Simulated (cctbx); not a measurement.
# What is wrong with this refinement?

Cell a = 5.7690 Å, b = 5.7690 Å, c = 42.5520 Å, α = 90.00°, β = 90.00°, γ = 120.00°; space group R-3m (no. 166). The compound is Sm4Cd9Co5.

The data are simulated with cctbx, not measured: Mo Kα, λ = 0.71073 Å, to d = 0.84 Å, 80 % of the full sphere, strongest reflection 70000 counts, noise from counting, a 6 % proportional error and a noise floor of 15 counts (s.d.); no absorption.

An anisotropic refinement with weights 1/σ² prints:

```text
Rint 0.048, 321 unique reflections to 0.84 A
cycle     R1     wR2    GooF  max shift (A)
   1  0.3296  0.6256  20.368   0.05467
   3  0.3099  0.5476  17.826   0.00042
final R1 0.3100 wR2 0.5476 GooF 17.826  parameters 20  data/parameter 16.1
atom        x        y        z      Ueq    occ   su(xyz)  su(Uiso or U11)
Sm1    0.00000  0.00000  0.14840  -0.0128  1.000  0.00019  0.0034  NPD
Sm2    0.00000  0.00000  0.05188  -0.0079  1.000  0.00019  0.0040  NPD
Cd1    0.49434  0.50566  0.10848  -0.0097  1.000  0.00075  0.0033  NPD
Cd2    0.33333  0.66667  0.05705  -0.0075  1.000  0.00032  0.0045  NPD
Cd3    0.33333  0.66667  0.16667  -0.0020  1.000  0.00000  0.0066  NPD
Co1    0.00000  0.00000  0.27548  -0.0147  1.000  0.00052  0.0062  NPD
difference map: max 123.74 min -17.88 rms 8.22
Q1    0.0000  0.5000  0.0000    9  129.64  2.94 A from Cd2
Q2    0.0000  0.0000  0.0502    6   97.37  0.07 A from Sm2
Q3    0.0000  0.0000  0.1504    6   96.66  0.09 A from Sm1
Q4    0.0000  0.0000  0.5000    3   85.09  0.00 A from Cd3
Q5    0.0000  0.0000  0.3898    6   80.06  0.03 A from Cd2
Q6    0.0030  0.5015  0.1058   18   71.19  0.12 A from Cd1
```

Q: Accept it or mend it, and why?

Mend it. The fault: an atom left out, Co at (0, 1/2, 0). Against the right model at the same level, R1 goes from 0.0130 to 0.3100 and GooF from 0.94 to 17.83, U of Co1 shrinks from 0.0120 to -0.0147 Å², U of Sm2 shrinks from 0.0095 to -0.0079 Å², U of Cd2 shrinks from 0.0083 to -0.0075 Å², U of Cd1 shrinks from 0.0080 to -0.0097 Å², the top difference peak, 129.6 e/Å³, lies 2.94 Å from Cd2 and Sm1, Sm2, Cd1, Cd2, Cd3 and Co1 go non-positive-definite. Q1 is the missing atom. With scattering power missing, scale and phases suffer, so peaks may also grow on the heavy atoms.

The compound is Sm4Cd9Co5. The right model at the same level gives:

```text
Rint 0.048, 321 unique reflections to 0.84 A
cycle     R1     wR2    GooF  max shift (A)
   1  0.0130  0.0290   0.950   0.00030
   2  0.0130  0.0287   0.941   0.00000
final R1 0.0130 wR2 0.0287 GooF 0.941  parameters 24  data/parameter 13.4
atom        x        y        z      Ueq    occ   su(xyz)  su(Uiso or U11)
Sm1    0.00000  0.00000  0.14863   0.0076  1.000  0.00001  0.0001
Sm2    0.00000  0.00000  0.05163   0.0095  1.000  0.00001  0.0002
Cd1    0.49505  0.50495  0.10813   0.0080  1.000  0.00003  0.0001
Cd2    0.33333  0.66667  0.05695   0.0083  1.000  0.00001  0.0002
Cd3    0.33333  0.66667  0.16667   0.0106  1.000  0.00000  0.0002
Co1    0.00000  0.50000  0.00000   0.0128  1.000  0.00000  0.0004
Co2    0.00000  0.00000  0.27682   0.0120  1.000  0.00002  0.0003
difference map: max 1.07 min -0.80 rms 0.19
Q1    0.0000  0.0000  0.4360    6    1.07  1.63 A from Cd1
Q2    0.0028  0.3014  0.3780   36    0.80  1.81 A from Cd2
Q3    0.0430  0.3000  0.4876   36    0.68  1.71 A from Cd3
Q4    0.0659  0.1317  0.8975   18    0.58  2.07 A from Sm1
Q5    0.0000  0.0000  0.2308    6    0.57  1.73 A from Cd1
Q6    0.0000  0.0000  0.1920    6    0.56  1.85 A from Sm1
```

The model was made for the exercise: a known structure type with other elements put in, its volume estimated, not relaxed; displacement parameters are assumed.

[Middle refinement cycles are left out of these outputs.]

[Logs are printed without paths, hosts, clocks, repeated set-up lines and the standing remarks that a program may print on its own settings, such as how far it seeks lower states.]
